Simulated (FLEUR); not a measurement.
# Fixed-spin-moment curve of AlNi with FLEUR, part 2 of 2

Aim: the energy of AlNi as a function of its total spin moment.

FLEUR MaX-R8.1; PBE; all-electron FLAPW, Dirac cores, scalar-relativistic bands.

So far. Step 2 (The free run): After 24 cycles the seed has died away: no moment is left. Step 3 (No spin polarisation): Its energy lies -0.0 meV a cell from the free run's.

The database entry behind the starting cell differs from later determinations by our own check (about 0.2 % short), so it need not match the best structure at ambient conditions.

## Step 4: Moment fixed at 0.075 μB

Two Fermi energies hold the total moment; the run starts from the free run's density.

Contents of inp.xml:

```
<?xml version="1.0" encoding="UTF-8" standalone="no"?>
<fleurInput fleurInputVersion="0.39">
   <comment>
      AlNi
   </comment>
   <calculationSetup>
      <cutoffs Kmax="4.14" Gmax="12.4" GmaxXC="12.4" numbands="0"/>
      <scfLoop itmax="120" minDistance="0.00002" maxIterBroyd="15" imix="Anderson" alpha="0.05" precondParam="0.0" spinf="2.0" sdNocoIR="T"/>
      <coreElectrons ctail="T" frcor="F" kcrel="0" coretail_lmax="0"/>
      <xcFunctional name="pbe" relativisticCorrections="F"/>
      <magnetism jspins="2" fixed_moment="-0.075"/>
      <soc l_soc="F" theta="0.0" phi="0.0" spav="F"/>
      <expertModes spex="0" secvar="F"/>
      <geometryOptimization l_f="F" forcealpha="1.0" forcemix="BFGS" epsdisp="0.00001" epsforce="0.00001"/>
      <ldaU l_linMix="F" mixParam="0.05" spinf="1.0"/>
   </calculationSetup>
   <cell>
      <bzIntegration valenceElectrons="21.0" mode="hist" fermiSmearingEnergy="0.00183747">
         <kPointListSelection listName="default-1"/>
         <xi:include xmlns:xi="http://www.w3.org/2001/XInclude" href="kpts.xml"> </xi:include>
      </bzIntegration>
      <xi:include xmlns:xi="http://www.w3.org/2001/XInclude" href="sym.xml"> </xi:include>
      <bulkLattice scale="1.0">
         <bravaisMatrix>
            <row-1>    5.4443009649725989     0.0000000000000000     0.0000000000000000</row-1>
            <row-2>    0.0000000000000000     5.4443009649725989     0.0000000000000000</row-2>
            <row-3>    0.0000000000000000     0.0000000000000000     5.4443009649725989</row-3>
         </bravaisMatrix>
      </bulkLattice>
   </cell>
   <atomSpecies>
      <species name="Aluminum (Al)" element="Al" atomicNumber="13">
         <mtSphere radius="1.81" gridPoints="599" logIncrement="0.019"/>
         <atomicCutoffs lmax="8" lnonsphr="6"/>
         <electronConfig flipSpins="F">
            <coreConfig>(1s1/2) (2s1/2) (2p1/2) (2p3/2)</coreConfig>
            <valenceConfig>(3s1/2) (3p1/2) (3p3/2)</valenceConfig>
            <stateOccupation state="(3p1/2)" spinUp="0.166667" spinDown="0.166667"/>
            <stateOccupation state="(3p3/2)" spinUp="0.333333" spinDown="0.333333"/>
         </electronConfig>
         <energyParameters s="3" p="3" d="3" f="4"/>
      </species>
      <species name="Nickel (Ni1.001" element="Ni" atomicNumber="28">
         <mtSphere radius="2.65" gridPoints="877" logIncrement="0.014"/>
         <atomicCutoffs lmax="10" lnonsphr="8"/>
         <electronConfig flipSpins="F">
            <coreConfig>(1s1/2) (2s1/2) (2p1/2) (2p3/2)</coreConfig>
            <valenceConfig>(3s1/2) (3p1/2) (3p3/2) (4s1/2) (3d3/2) (3d5/2)</valenceConfig>
            <stateOccupation state="(3d3/2)" spinUp="1.6" spinDown="1.6"/>
            <stateOccupation state="(3d5/2)" spinUp="2.9005" spinDown="1.8995"/>
         </electronConfig>
         <energyParameters s="4" p="4" d="3" f="4"/>
         <lo type="SCLO" l="0" n="3" eDeriv="0"/>
         <lo type="SCLO" l="1" n="3" eDeriv="0"/>
      </species>
   </atomSpecies>
   <atomGroups>
      <atomGroup species="Aluminum (Al)">
         <relPos label="                   1">.0000000000 .0000000000 .0000000000</relPos>
         <force calculate="T" relaxXYZ="TTT"/>
      </atomGroup>
      <atomGroup species="Nickel (Ni1.001">
         <relPos label="                   2">1.000/2.000 1.000/2.000 1.000/2.000</relPos>
         <force calculate="T" relaxXYZ="TTT"/>
      </atomGroup>
   </atomGroups>
   <output dos="F" band="F" slice="F">
      <bandDOS minEnergy="-.5*Htr" maxEnergy="0.5*Htr" sigma="0.015" storeEVData="T"/>
      <plotting iplot="0" polar="F">
         <plot TwoD="T" vec1="  1.0  0.0  0.0" vec2="  0.0  1.0  0.0" vec3="  0.0  0.0  1.0" zero="  0.0  0.0  0.0" file="plot"/>
      </plotting>
      <moessbauerParams electricFieldGradient="F" isomerShift="F" coreHyperfine="F" valenceHyperfine="F"/>
   </output>
</fleurInput>
```

The run is started by

```sh
$ OMP_NUM_THREADS=1 mpirun -n 4 fleur_MPI > fleur.log
```

Log:

```text
[banner, memory and clock lines left out]
Welcome to FLEUR        (www.flapw.de)
      MaX-Release 8.1          (www.max-centre.eu)

 ========== k-point set info ==========
 Selected k-point list: default-1
 k-point list type: mesh
 12 x 12 x 12
 Number of k points: 84

 [... set-up left out ...]
 Iteration:     1   Distance:       1.55629447 me/bohr^3
 Iteration:     2   Distance:       1.48930680 me/bohr^3
 Iteration:     3   Distance:       0.13070369 me/bohr^3
 Iteration:     4   Distance:       0.07426618 me/bohr^3
 Iteration:     5   Distance:       0.02594286 me/bohr^3
 Iteration:     6   Distance:       0.01821290 me/bohr^3
 Iteration:     7   Distance:       0.00312651 me/bohr^3
 Iteration:     8   Distance:       0.00223966 me/bohr^3
 Iteration:     9   Distance:       0.00037724 me/bohr^3
 Iteration:    10   Distance:       0.00011434 me/bohr^3
 Iteration:    11   Distance:       0.00010239 me/bohr^3
 Iteration:    12   Distance:       0.00001594 me/bohr^3

 ********************************************************************
 Run finished successfully
 Stop message:
   all done
 ********************************************************************

--- out.xml (last complete iteration) ---
<iteration numberForCurrentRun="   12" overallNumber="   36">
         [... left out ...]
         <bandgap value="0.0058761169" units="eV"/>
         <sumValenceSingleParticleEnergies value="-7.8657702155" units="Htr"/>
         <bandgap value="0.0331308792" units="eV"/>
         <sumValenceSingleParticleEnergies value="-15.7242260832" units="Htr"/>
         <FermiEnergy value="0.3570385485" units="Htr"/>
         <FixedTotalMoment fermiEnergyUp="0.3528577639" fermiEnergyDown="0.3570385485" units="Htr"/>
         [... left out ...]
         <magneticMomentsInMTSpheres units="muBohr">
            <globalMagMoment atomType="1" vec="0.00000   0.00000  -0.00379"/>
            <globalMagMoment atomType="2" vec="0.00000   0.00000  -0.06207"/>
         </magneticMomentsInMTSpheres>
         [... left out ...]
         <totalEnergy value="    -1763.7027006831" units="Htr">
            <sumOfEigenvalues value="    -1000.0356892898">
               <coreElectrons value="-984.3114632066"/>
               <valenceElectrons value="-15.7242260832"/>
            </sumOfEigenvalues>
         [... left out ...]
            <freeEnergy value="-1763.7029636263"/>
            <extrapolationTo0K value="-1763.7028321547"/>
         </totalEnergy>
         <densityConvergence units="me/bohr^3">
            <chargeDensity spin="1" distance="0.0000086172"/>
            <chargeDensity spin="2" distance="0.0000078379"/>
            <overallChargeDensity distance="0.0000041754"/>
            <spinDensity distance="0.0000159356"/>
         </densityConvergence>
      </iteration>
```

Wall time 6.9 s (4 MPI ranks of AMD EPYC 9R45, shared host); peak memory 0.24 GiB.

Numbers from this step:

* magnetization: -0.075 μB

Its energy lies +2.1 meV a cell from the free run's.

## Step 5: Moment fixed at 0.15 μB

inp.xml, as its differences from that of step 4:

```diff
@@ -10,3 +10,3 @@
       <xcFunctional name="pbe" relativisticCorrections="F"/>
-      <magnetism jspins="2" fixed_moment="-0.075"/>
+      <magnetism jspins="2" fixed_moment="-0.15"/>
       <soc l_soc="F" theta="0.0" phi="0.0" spav="F"/>
```

Log:

```text
[banner, memory and clock lines left out]
Welcome to FLEUR        (www.flapw.de)
      MaX-Release 8.1          (www.max-centre.eu)

 ========== k-point set info ==========
 Selected k-point list: default-1
 k-point list type: mesh
 12 x 12 x 12
 Number of k points: 84

 [... set-up left out ...]
 Iteration:     1   Distance:       3.10285049 me/bohr^3
 Iteration:     2   Distance:       2.96880649 me/bohr^3
 Iteration:     3   Distance:       0.48106548 me/bohr^3
 Iteration:     4   Distance:       0.15121799 me/bohr^3
 Iteration:     5   Distance:       0.11733770 me/bohr^3
[...]
<sumOfEigenvalues value="    -1000.0409875977">
               <coreElectrons value="-984.3128881083"/>
               <valenceElectrons value="-15.7280994894"/>
            </sumOfEigenvalues>
         [... left out ...]
            <freeEnergy value="-1763.7027248595"/>
            <extrapolationTo0K value="-1763.7025953526"/>
         </totalEnergy>
         <densityConvergence units="me/bohr^3">
            <chargeDensity spin="1" distance="0.0000050074"/>
            <chargeDensity spin="2" distance="0.0000050568"/>
            <overallChargeDensity distance="0.0000071227"/>
            <spinDensity distance="0.0000071104"/>
         </densityConvergence>
      </iteration>
```

Run time: 7.8 s. Hardware: 4 MPI ranks; peak memory 0.24 GiB; 30 s of CPU time.

Numbers from this step:

```yaml
magnetization: -0.15 μB
```

Its energy lies +8.6 meV a cell from the free run's.

## Step 6: Moment fixed at 0.225 μB

inp.xml, as its differences from that of step 5:

```diff
@@ -10,3 +10,3 @@
       <xcFunctional name="pbe" relativisticCorrections="F"/>
-      <magnetism jspins="2" fixed_moment="-0.15"/>
+      <magnetism jspins="2" fixed_moment="-0.225"/>
       <soc l_soc="F" theta="0.0" phi="0.0" spav="F"/>
```

Log:

```text
[banner, memory and clock lines left out]
Welcome to FLEUR        (www.flapw.de)
      MaX-Release 8.1          (www.max-centre.eu)

 ========== k-point set info ==========
 Selected k-point list: default-1
 k-point list type: mesh
 12 x 12 x 12
 Number of k points: 84

 [... set-up left out ...]
 Iteration:     1   Distance:       4.62131204 me/bohr^3
 Iteration:     2   Distance:       4.41924883 me/bohr^3
 Iteration:     3   Distance:       0.98491447 me/bohr^3
 Iteration:     4   Distance:       0.22830882 me/bohr^3
 Iteration:     5   Distance:       0.17346031 me/bohr^3
[...]
<sumOfEigenvalues value="    -1000.0506845352">
               <coreElectrons value="-984.3156381377"/>
               <valenceElectrons value="-15.7350463975"/>
            </sumOfEigenvalues>
         [... left out ...]
            <freeEnergy value="-1763.7023156059"/>
            <extrapolationTo0K value="-1763.7021762045"/>
         </totalEnergy>
         <densityConvergence units="me/bohr^3">
            <chargeDensity spin="1" distance="0.0000071864"/>
            <chargeDensity spin="2" distance="0.0000059607"/>
            <overallChargeDensity distance="0.0000123607"/>
            <spinDensity distance="0.0000046438"/>
         </densityConvergence>
      </iteration>
```

Wall time 7.8 s (4 MPI ranks); peak memory 0.24 GiB.

Read from the output:

- magnetization: -0.225 μB

Its energy lies +19.7 meV a cell from the free run's.

## Step 7: The curve

The other moments were run in the same way.

Energy over the lowest against total spin moment:

```tsv
total spin moment (μB a cell)	energy over the lowest (meV a cell)
0.000	0
0.000	8.8e-4
0.075	2.10
0.150	8.59
0.225	19.7
0.300	35.1
0.375	56.6
0.450	85.7
0.525	124
0.600	167
```

Table of moment, largest sphere moment by total spin moment:

```tsv
total spin moment (μB a cell)	moment, largest sphere moment (μB)
0.000	0
0.000	0
0.075	0.0621
0.150	0.124
0.225	0.187
0.300	0.250
0.375	0.312
0.450	0.374
0.525	0.433
0.600	0.491
```

## Step 8: Summary of results

```yaml
moment_of_the_free_run: 2.0e-7 μB a cell
moment_of_the_lowest_point: 0 μB a cell
energy_of_the_spinless_run: 0 meV a cell over the lowest
```

In words: The curve is lowest at zero moment. The free run fell to the same state without moments. Opposed orders, which also have no total moment, were not run. Core electrons leak out of the spheres (0.029 e), which costs some accuracy.

[Logs and program files are shortened in this print: banners, set-up blocks, solver, clock and traceback lines can be left out without a mark of their own.]

[Logs are printed without paths, hosts, clocks, repeated set-up lines and the standing remarks that a program may print on its own settings, such as how far it seeks lower states.]

[Hosts, paths, dates, database ids (printed as entryN), source tags and the programs' standing remarks are cut or masked in the printed files.]

[Where a cell is said to come from a database of computed structures, the database is the Materials Project.]
